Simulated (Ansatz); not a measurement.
# KLiIBr, from a guessed structure to a relaxed one

Starting from a made-up structure for KLiIBr, the aim is the relaxed cell, its shortest contacts and, where a second run follows, its electronic structure.

Main program and level: Ansatz 0.2.0; DFT, PBEsol, plane-wave PAW, files of the set soft_1, scalar-relativistic, no spin, cell and ions relaxed at zero pressure; PAW set soft_1, in the first sound run; inputs show where later runs differ.

**1. Set-up**

It takes space group P4/mmm (No. 123, tetragonal). The conventional cell has a = 4.349 Å, b = 4.349 Å, c = 7.000 Å, α = 90.00°, β = 90.00°, γ = 90.00°. I has 4 Li at 3.08 Å and 2 K at 3.50 Å nearest. Nearest to Br lie 4 K at 3.08 Å. Nearest to K lie 4 Br at 3.08 Å and 2 I at 3.50 Å. Nearest to Li lie 4 I at 3.08 Å. Farther neighbours and most contacts between anions are not listed.

Coordinates:

```cif
data_structure
_symmetry_space_group_name_H-M 'P 1'
_symmetry_Int_Tables_number 1
_cell_length_a 4.3490
_cell_length_b 4.3490
_cell_length_c 7.0000
_cell_angle_alpha 90.000
_cell_angle_beta 90.000
_cell_angle_gamma 90.000
_cell_volume 132.40
loop_
_atom_site_label
_atom_site_type_symbol
_atom_site_fract_x
_atom_site_fract_y
_atom_site_fract_z
_atom_site_occupancy
I1 I 0.50000 0.50000 0.00000 1
Br2 Br 0.00000 0.00000 0.50000 1
K3 K 0.50000 0.50000 0.50000 1
Li4 Li 0.00000 0.00000 0.00000 1
```

**2. Relaxation of the guess**

The guessed cell has no reason to be at equilibrium. It is relaxed with the atoms, within the space group of the guess.

Input file input.yaml:

```yaml
crystal:
  lattice:
    - [4.349, 0.0, 0.0]
    - [0.0, 4.349, 0.0]
    - [0.0, 0.0, 7.0]
  atoms:
    - { symbol: I, position: [0.5, 0.5, 0.0] }
    - { symbol: Br, position: [0.0, 0.0, 0.5] }
    - { symbol: K, position: [0.5, 0.5, 0.5] }
    - { symbol: Li, position: [0.0, 0.0, 0.0] }
kpoints:
  mp_grid: { grid: [6, 6, 4] }
scf:
  occupations: { method: fermi_dirac, width: 0.05 }
hamiltonian:
  xc: pbesol
  pseudopotentials: { kind: paw, azcp: { folder: soft_1 }, xc_functional: pbe }
relax:
  f_tol: 0.015
  max_steps: 70
  cell: {}
output:
  forces: true
  stress: true
```

On the command line:

```bash
ansatz run input.yaml --threads 4 --pin off --max-ram 8192MiB --backend cpu --events-out ev --progress --plain --runs-dir out
```

Numbers of over 12 decimals in the logs are rounded to 6 here.

The program printed:

```text
Engine: ansatz 0.2.0, aarch64-unknown-linux-gnu
Pseudopotentials: kind: paw
Pseudopotential: I, paw, valence charge 17, recommended cutoff 420 eV (normal), soft_1/I.paw.azcp
Pseudopotential: Br, paw, valence charge 7, recommended cutoff 420 eV (normal), soft_1/Br.paw.azcp
Pseudopotential: K, paw, valence charge 9, recommended cutoff 420 eV (normal), soft_1/K.paw.azcp
Pseudopotential: Li, paw, valence charge 3, recommended cutoff 420 eV (normal), soft_1/Li.paw.azcp
Functional definition: PBEsol
  exchange = pbesol_x
  correlation = pbesol_c
Crystal: 4 atoms, lattice volume = 132.397 Å³
Basis set: ecut = 420 eV, 2583 PW (Γ), exchange–correlation on 60×60×96 points (8 copies of the dense FFT grid, shifted against one another)
Bands: 22, of which v1, the nominal top of the filled ones, is band 18 counted from 1 (17 counted from 0)
Symmetry: 16 space group operations
Space group: P4/mmm (ITA 123), of the structure as read, at distance tolerance 5.1e-5 Å
k-points: 30 of 144
Non-local potential: I, projectors of the file, l = 0: 2, l = 1: 2, l = 2: 2, l = 3: 1
Non-local potential: Br, projectors of the file, l = 0: 2, l = 1: 2, l = 2: 2
Non-local potential: K, projectors of the file, l = 0: 3, l = 1: 2, l = 2: 2
Non-local potential: Li, projectors of the file, l = 0: 3, l = 1: 2, l = 2: 1
PAW form: soft (Blöchl's): semilocal exchange-correlation on the pseudo side does not see the compensation charge
PAW frozen core: I, regenerated for the run's functional, and the local potential with it (the file was generated under x = pbe(κ = 0.804, μ = 0.219515), c = pbe(β = 0.066725))
PAW frozen core: Br, regenerated for the run's functional, and the local potential with it (the file was generated under x = pbe(κ = 0.804, μ = 0.219515), c = pbe(β = 0.066725))
PAW frozen core: K, regenerated for the run's functional, and the local potential with it (the file was generated under x = pbe(κ = 0.804, μ = 0.219515), c = pbe(β = 0.066725))
PAW one-centre angular grid: I, 590 points (default); XC on 64 Gauss nodes
PAW one-centre angular grid: Br, 110 points (default); XC on 64 Gauss nodes
PAW one-centre angular grid: K, 110 points (default); XC on 64 Gauss nodes
PAW one-centre angular grid: Li, 110 points (default); XC on 64 Gauss nodes
Initial density: superposition of atomic densities (chi_scale 0.1, normalization cell, long waves kept (reshape's long-wave potential 0.03 eV rms))
Initial wavefunctions: pseudopotential atomic-orbital guess
Functional: x = pbesol(κ = 0.804, μ = 0.123457), c = pbesol(β = 0.046)
SCF iter   1: F=—  HF=-11894.903780 eV  |F-HF|=—  |Δ(HF+E_count)|=         —  Δρ=3.50e-2  dr2=3.13e0  ethr=3.10e-3  ⟨swp⟩=9.2  Hψ=4064  notcnv=0
preconditioner: auto → Resta (q_TF=auto, 2.196 Å⁻¹)  ε∞=3.5  [insulator: Δε(μ)=2.448 eV  Ē_g=7.653 eV  σ=0.050 eV  W_gap=1.00  n_scr=20 (ndim 8)  ℏωp=12.1 eV  f_vac=0.000  D(μ)=0.00/eV (n_scr^D=0)  ε∞_Penn≈3.5]
SCF iter   2: F=—  HF=-11893.794937 eV  |F-HF|=—  |Δ(HF+E_count)|=    1.11e0  Δρ=1.40e-2  dr2=7.33e-1  ethr=3.10e-3  ⟨swp⟩=3.7  Hψ=1500  notcnv=0
SCF iter   3: F=—  HF=-11893.480484 eV  |F-HF|=—  |Δ(HF+E_count)|=   3.14e-1  Δρ=4.50e-3  dr2=7.94e-2  ethr=2.04e-3  ⟨swp⟩=3.9  Hψ=1318  notcnv=0
SCF iter   4: F=—  HF=-11893.454082 eV  |F-HF|=—  |Δ(HF+E_count)|=   2.64e-2  Δρ=1.37e-3  dr2=4.81e-3  ethr=2.21e-4  ⟨swp⟩=4.1  Hψ=1369  notcnv=0
SCF iter   5: F=—  HF=-11893.452876 eV  |F-HF|=—  |Δ(HF+E_count)|=   1.21e-3  Δρ=4.40e-4  dr2=4.06e-4  ethr=1.34e-5  ⟨swp⟩=2.0  Hψ=1242  notcnv=0
SCF iter   6: F=—  HF=-11893.453025 eV  |F-HF|=—  |Δ(HF+E_count)|=   1.49e-4  Δρ=1.22e-4  dr2=3.40e-5  ethr=1.13e-6  ⟨swp⟩=2.0  Hψ=1164  notcnv=0
SCF iter   7: F=—  HF=-11893.453004 eV  |F-HF|=—  |Δ(HF+E_count)|=   2.07e-5  Δρ=2.69e-5  dr2=1.61e-6  ethr=9.45e-8  ⟨swp⟩=2.0  Hψ=988  notcnv=0
SCF iter   8: F=—  HF=-11893.453006 eV  |F-HF|=—  |Δ(HF+E_count)|=   1.17e-6  Δρ=7.48e-6  dr2=1.22e-7  ethr=4.47e-9  ⟨swp⟩=2.3  Hψ=1129  notcnv=0
SCF iter   9: F=-11893.453006 eV  HF=-11893.453006 eV  |F-HF|=5.58e-9  |Δ(HF+E_count)|=   1.18e-7  Δρ=1.41e-6  dr2=4.11e-9  ethr=2.78e-10  ⟨swp⟩=4.0  Hψ=2200  notcnv=0
SCF 1 converged in 9 iterations: F = -11893.453006 eV  dr2 = 4.11e-9
  greatest PAW one-centre occupation: 0.999 electrons in one spin orbital (limit 2), on the Li atom at site 3 (counted from 0), in its partial waves of l = 0
relax step   1: F+E_penalty+E_count = -11893.45300568 eV  Δ(F+E_penalty+E_count) = +0.000e0 eV  max|allowed force component| = 1.067e-28 eV/Å  Δτ_max = 0.0000 Å  P = -0.214 GPa  Ω = 132.397 Å³  (9 SCF iters, dr2 threshold 1.00e-7 eV, accepted)
Crystal: 4 atoms, lattice volume = 130.678 Å³
Basis set: ecut = 420 eV, 2559 PW (Γ), exchange–correlation on 60×60×96 points (8 copies of the dense FFT grid, shifted against one another)
Initial density: handed on by an earlier stage of this run
Initial wavefunctions: those handed on with the density
iter 1 solved again at ethr=2.28e-6 eV; its pass at ethr=3.10e-3 eV (dr2=8.19e-4 eV) is discarded
SCF iter   1: F=—  HF=-11893.469905 eV  |F-HF|=—  |Δ(HF+E_count)|=         —  Δρ=5.93e-4  dr2=9.02e-4  ethr=2.28e-6  ⟨swp⟩=2.4  Hψ=4596  notcnv=0
preconditioner: auto → Resta (q_TF=auto, 2.201 Å⁻¹)  ε∞=2.7  [insulator: Δε(μ)=3.802 eV  Ē_g=11.857 eV  σ=0.050 eV  W_gap=1.00  n_scr=20 (ndim 8)  ℏωp=15.2 eV  f_vac=0.027  D(μ)=0.00/eV (n_scr^D=0)  ε∞_Penn≈2.7]
SCF iter   2: F=—  HF=-11893.469662 eV  |F-HF|=—  |Δ(HF+E_count)|=   2.43e-4  Δρ=3.01e-4  dr2=2.34e-4  ethr=2.28e-6  ⟨swp⟩=2.3  Hψ=906  notcnv=0
SCF iter   3: F=—  HF=-11893.469576 eV  |F-HF|=—  |Δ(HF+E_count)|=   8.55e-5  Δρ=6.58e-5  dr2=1.09e-5  ethr=6.49e-7  ⟨swp⟩=2.1  Hψ=974  notcnv=0
SCF iter   4: F=-11893.469578 eV  HF=-11893.469578 eV  |F-HF|=1.74e-7  |Δ(HF+E_count)|=   1.10e-6  Δρ=1.72e-5  dr2=3.76e-7  ethr=1.11e-9  ⟨swp⟩=4.0  Hψ=3095  notcnv=0
SCF 2 converged in 4 iterations: F = -11893.469578 eV  dr2 = 3.76e-7
relax step   2: F+E_penalty+E_count = -11893.46957777 eV  Δ(F+E_penalty+E_count) = -1.657e-2 eV  max|allowed force component| = 7.679e-30 eV/Å  Δτ_max = 0.0000 Å  P = -0.163 GPa  Ω = 130.678 Å³  energy of the carried Pulay correction = +9.565e-5 eV  (4 SCF iters, dr2 threshold 4.00e-7 eV, accepted)
Crystal: 4 atoms, lattice volume = 125.960 Å³
Basis set: ecut = 420 eV, 2469 PW (Γ), exchange–correlation on 60×60×96 points (8 copies of the dense FFT grid, shifted against one another)
iter 1 solved again at ethr=1.72e-5 eV; its pass at ethr=3.10e-3 eV (dr2=6.18e-3 eV) is discarded
SCF iter   1: F=—  HF=-11893.481315 eV  |F-HF|=—  |Δ(HF+E_count)|=         —  Δρ=1.67e-3  dr2=6.80e-3  ethr=1.72e-5  ⟨swp⟩=2.1  Hψ=4790  notcnv=0
preconditioner: auto → Resta (q_TF=auto, 2.214 Å⁻¹)  ε∞=2.7  [insulator: Δε(μ)=3.812 eV  Ē_g=11.946 eV  σ=0.050 eV  W_gap=1.00  n_scr=20 (ndim 8)  ℏωp=15.5 eV  f_vac=0.016  D(μ)=0.00/eV (n_scr^D=0)  ε∞_Penn≈2.7]
SCF iter   2: F=—  HF=-11893.479414 eV  |F-HF|=—  |Δ(HF+E_count)|=   1.90e-3  Δρ=8.55e-4  dr2=1.79e-3  ethr=1.72e-5  ⟨swp⟩=2.3  Hψ=867  notcnv=0
SCF iter   3: F=—  HF=-11893.478929 eV  |F-HF|=—  |Δ(HF+E_count)|=   4.85e-4  Δρ=1.79e-4  dr2=6.36e-5  ethr=4.98e-6  ⟨swp⟩=2.0  Hψ=980  notcnv=0
SCF iter   4: F=—  HF=-11893.478924 eV  |F-HF|=—  |Δ(HF+E_count)|=   4.94e-6  Δρ=4.20e-5  dr2=2.23e-6  ethr=1.77e-7  ⟨swp⟩=2.1  Hψ=960  notcnv=0
SCF iter   5: F=-11893.478926 eV  HF=-11893.478926 eV  |F-HF|=4.76e-8  |Δ(HF+E_count)|=   2.42e-6  Δρ=5.84e-6  dr2=5.38e-8  ethr=1.11e-9  ⟨swp⟩=5.0  Hψ=2495  notcnv=0
SCF 3 converged in 5 iterations: F = -11893.478926 eV  dr2 = 5.38e-8
relax step   3: F+E_penalty+E_count = -11893.47892618 eV  Δ(F+E_penalty+E_count) = -9.348e-3 eV  max|allowed force component| = 1.933e-29 eV/Å  Δτ_max = 0.0000 Å  P = +0.239 GPa  Ω = 125.960 Å³  energy of the carried Pulay correction = +3.614e-4 eV  (5 SCF iters, dr2 threshold 4.00e-7 eV, accepted)
Crystal: 4 atoms, lattice volume = 128.081 Å³
Basis set: ecut = 420 eV, 2535 PW (Γ), exchange–correlation on 60×60×96 points (8 copies of the dense FFT grid, shifted against one another)
iter 1 solved again at ethr=2.16e-6 eV; its pass at ethr=3.10e-3 eV (dr2=7.77e-4 eV) is discarded
SCF iter   1: F=—  HF=-11893.483037 eV  |F-HF|=—  |Δ(HF+E_count)|=         —  Δρ=5.74e-4  dr2=8.72e-4  ethr=2.16e-6  ⟨swp⟩=3.0  Hψ=4826  notcnv=0
preconditioner: auto → Resta (q_TF=auto, 2.208 Å⁻¹)  ε∞=2.7  [insulator: Δε(μ)=3.803 eV  Ē_g=11.897 eV  σ=0.050 eV  W_gap=1.00  n_scr=20 (ndim 8)  ℏωp=15.4 eV  f_vac=0.023  D(μ)=0.00/eV (n_scr^D=0)  ε∞_Penn≈2.7]
SCF iter   2: F=—  HF=-11893.482765 eV  |F-HF|=—  |Δ(HF+E_count)|=   2.71e-4  Δρ=2.87e-4  dr2=2.17e-4  ethr=2.16e-6  ⟨swp⟩=2.3  Hψ=933  notcnv=0
SCF iter   3: F=—  HF=-11893.482674 eV  |F-HF|=—  |Δ(HF+E_count)|=   9.11e-5  Δρ=6.68e-5  dr2=9.80e-6  ethr=6.02e-7  ⟨swp⟩=2.2  Hψ=955  notcnv=0
SCF iter   4: F=-11893.482675 eV  HF=-11893.482675 eV  |F-HF|=1.45e-7  |Δ(HF+E_count)|=   8.01e-7  Δρ=1.58e-5  dr2=3.52e-7  ethr=1.11e-9  ⟨swp⟩=4.0  Hψ=3103  notcnv=0
SCF 4 converged in 4 iterations: F = -11893.482675 eV  dr2 = 3.52e-7
relax step   4: F+E_penalty+E_count = -11893.48267504 eV  Δ(F+E_penalty+E_count) = -3.749e-3 eV  max|allowed force component| = 1.351e-29 eV/Å  Δτ_max = 0.0000 Å  P = -0.025 GPa  Ω = 128.081 Å³  energy of the carried Pulay correction = +2.451e-4 eV  (4 SCF iters, dr2 threshold 4.00e-7 eV, accepted)
Basis set: ecut = 420 eV, 2535 PW (Γ), exchange–correlation on 60×60×90 points (8 copies of the dense FFT grid, shifted against one another)
Initial wavefunctions: pseudopotential atomic-orbital guess (no wavefunctions were taken with the density)
iter 1 solved again at ethr=1.03e-6 eV; its pass at ethr=3.10e-3 eV (dr2=3.70e-4 eV) is discarded
SCF iter   1: F=—  HF=-11893.482352 eV  |F-HF|=—  |Δ(HF+E_count)|=         —  Δρ=8.64e-5  dr2=6.28e-7  ethr=1.03e-6  ⟨swp⟩=3.0  Hψ=5255  notcnv=0
eigensolver tolerance schedule: the retry pair's looser diagonalisation over-reported the residual by 588.73 of it (diagonalisation noise at 0.24 of the residual, at the tolerance the schedule requests for it); recorded, not acted on — ethr = c·dr2/N_el stays at c = 1.0e-1
preconditioner: auto → Resta (q_TF=auto, 2.208 Å⁻¹)  ε∞=2.7  [insulator: Δε(μ)=3.799 eV  Ē_g=11.902 eV  σ=0.050 eV  W_gap=1.00  n_scr=20 (ndim 8)  ℏωp=15.4 eV  f_vac=0.021  D(μ)=0.00/eV (n_scr^D=0)  ε∞_Penn≈2.7]
SCF iter   2: F=—  HF=-11893.482426 eV  |F-HF|=—  |Δ(HF+E_count)|=   7.47e-5  Δρ=4.42e-5  dr2=2.08e-7  ethr=1.74e-9  ⟨swp⟩=2.4  Hψ=1246  notcnv=0
SCF iter   3: F=—  HF=-11893.482452 eV  |F-HF|=—  |Δ(HF+E_count)|=   2.58e-5  Δρ=2.58e-6  dr2=7.99e-9  ethr=5.79e-10  ⟨swp⟩=2.0  Hψ=1198  notcnv=0
SCF iter   4: F=—  HF=-11893.482452 eV  |F-HF|=—  |Δ(HF+E_count)|=   9.46e-9  Δρ=1.54e-6  dr2=9.39e-10  ethr=2.22e-11  ⟨swp⟩=2.5  Hψ=1092  notcnv=0
SCF iter   5: F=—  HF=-11893.482452 eV  |F-HF|=—  |Δ(HF+E_count)|=   2.65e-8  Δρ=2.05e-7  dr2=4.15e-11  ethr=2.61e-12  ⟨swp⟩=2.0  Hψ=1081  notcnv=0
SCF iter   6: F=-11893.482452 eV  HF=-11893.482452 eV  |F-HF|=1.46e-11  |Δ(HF+E_count)|=  5.64e-11  Δρ=7.15e-8  dr2=3.91e-12  ethr=1.00e-12  ⟨swp⟩=4.5  Hψ=2212  notcnv=0
SCF 5 converged in 6 iterations: F = -11893.482452 eV  dr2 = 3.91e-12
relax step   5: F+E_penalty+E_count = -11893.48245204 eV  Δ(F+E_penalty+E_count) = +2.230e-4 eV  max|allowed force component| = 5.029e-30 eV/Å  Δτ_max = 0.0000 Å  P = -0.026 GPa  Ω = 128.081 Å³  stress off target by 4.41e-2 GPa  SCF on the basis re-selected at this cell (its energy is not comparable with the rows above)  (6 SCF iters)
basis re-selected at this cell: Δ(F+E_penalty+E_count) = +2.230e-4 eV, ΔP = -0.000 GPa vs the last step (what re-selecting the basis moved, of the pressure what is left beyond the Pulay correction that the steps carried, after the strain that the cell walked since its last selection, with what the two solves' SCF thresholds leave and, on support functions, any second-order correction that the steps lacked; it is no measure of the basis error at this ecutwfc). The dense FFT grid was sized anew with the basis: this SCF ran on 30×30×45 points, the steps before it on 30×30×48, so part of this shift can come from that change (see relax.cell in the input reference). [rest of the remark cut]
SCF converged after 6 iterations
Free energy (F): -11893.482452 eV
Harris-Foulkes:  -11893.482452 eV  (|F-HF|=1.46e-11)
Internal energy: -11893.482452 eV  (E = F + TS)
E sigma→0 (E₀):  -11893.482452 eV
Fermi energy:    4.136046 eV
--- Per-component energies (eV) ---
  E_band       = -619.993682
  E_kinetic    = 562.559124
  E_local      = -3358.377297  (includes V_loc(G=0)·N_el)
  E_nonlocal   = 164.419817
  E_hartree    = 1395.322971
  E_xc         = -445.158635
  E_vxc        = -396.243809  (∫ρ·V_xc dr)
  E_paw        = -7758.675084  (= ΣΔE_a)
  E_vpaw       = -382.995231  (= ΣTr[D̂ρ^β])
  E_aug_tail   = -0.002218  (compensation charges beyond the density's cutoff)
  E_ewald      = -2454.183422
  E_core_change = 0.612292  (= ΣΔE_core)
  E_smearing   = -0.000000  (= −TS)
  E_closure    = 0.000000  (closes the sum)
  Σ components = -11893.482452   (vs F -11893.482452, Δ=0.00e0)
--- Forces (eV/Å), atoms counted from 1 ---
  atom   1  I      0.00000000     0.00000000     0.00000000
  atom   2  Br     0.00000000     0.00000000     0.00000000
  atom   3  K     -0.00000000     0.00000000     0.00000000
  atom   4  Li     0.00000000     0.00000000     0.00000000
  max |Σ_I F_I| component: 7.30e-30 eV/Å
--- Stress (GPa, compression-positive) ---
       -0.044084      -0.000000      -0.000000
       -0.000000      -0.044084      -0.000000
       -0.000000      -0.000000       0.011667
  P = ⅓ Tr σ = -0.0255 GPa (-0.255 kbar)
--- Relaxed structure (4 steps of the walk, 4 accepted, 1 SCFs on fresh bases) ---
  F+E_penalty+E_count = -11893.48245204 eV   max|allowed force component| = 5.029e-30 eV/Å   (the final SCF, on the basis selected at the relaxed cell)
  cell:  # Å, volume = 128.0815 Å³
    - [4.394462, 0, 0]
    - [0.0, 4.394462, 0]
    - [0, 0, 6.632465]
  atoms:
    - { symbol: I, position: [0.500000, 0.500000, 0] }
    - { symbol: Br, position: [0, 0, 0.500000] }
    - { symbol: K, position: [0.500000, 0.500000, 0.500000] }
    - { symbol: Li, position: [0, 0, 0] }
```

The job ended after 6.3 s (4 threads of Arm Neoverse V1, shared host; peak memory 0.47 GiB).

The steps of the relaxation:

| step | energy less that of the first step (eV) | largest force component (eV/Å) | pressure (GPa) | volume (Å³) |
| --- | --- | --- | --- | --- |
| 1 | 0.0000 | 0.0000 | -0.21 | 132.40 |
| 2 | -0.0166 | 0.0000 | -0.16 | 130.68 |
| 3 | -0.0259 | 0.0000 | 0.24 | 125.96 |
| 4 | -0.0297 | 0.0000 | -0.03 | 128.08 |
| 5* | -0.0294 | 0.0000 | -0.03 | 128.08 |

Relaxation steps marked * repeat the geometry before them on a plane-wave basis chosen anew for their cell, so energy and pressure can jump there.

The run keeps the 16 symmetry operations that it works with, so distortions that break them were not tested.

| conventional cell, symmetrised | before | after | change |
| --- | --- | --- | --- |
| a (Å) | 4.349 | 4.394 | +1.0 % |
| b (Å) | 4.349 | 4.394 | +1.0 % |
| c (Å) | 7.000 | 6.632 | -5.3 % |
| volume (Å³/atom) | 33.10 | 32.02 | -3.3 % |

Final coordinates:

```xyz
4
Lattice="4.3945 0.0000 0.0000 0.0000 4.3945 0.0000 0.0000 0.0000 6.6325" Properties=species:S:1:pos:R:3 pbc="T T T"
I     2.1972    2.1972    0.0000
Br    0.0000    0.0000    3.3162
K     2.1972    2.1972    3.3162
Li    0.0000    0.0000    0.0000
```

Numbers from this step:

| Item | Value |
| --- | --- |
| free energy | -11893.4825 eV |
| Fermi energy | 4.136 eV |
| gap by band count | 3.798 eV |
| electrons | 36 |
| symmetry operations | 16 |
| pressure | -0.02550 GPa |

Shortest distances by pair of elements, guess and relaxed (not always the same contact):

| pair | guess (Å) | relaxed (Å) |
| --- | --- | --- |
| I–Li | 3.075 | 3.107 |
| Br–K | 3.075 | 3.107 |
| I–K | 3.500 | 3.316 |
| Br–Li | 3.500 | 3.316 |
| I–I | 4.349 | 4.394 |

The relaxation ends with a pressure of -0.03 GPa.

(Part 1 of 2 ends here.)

[Logs are printed without paths, hosts, clocks, repeated set-up lines and the standing remarks that a program may print on its own settings, such as how far it seeks lower states.]

[Hosts, paths, dates, database ids (printed as entryN), source tags and the programs' standing remarks are cut or masked in the printed files.]
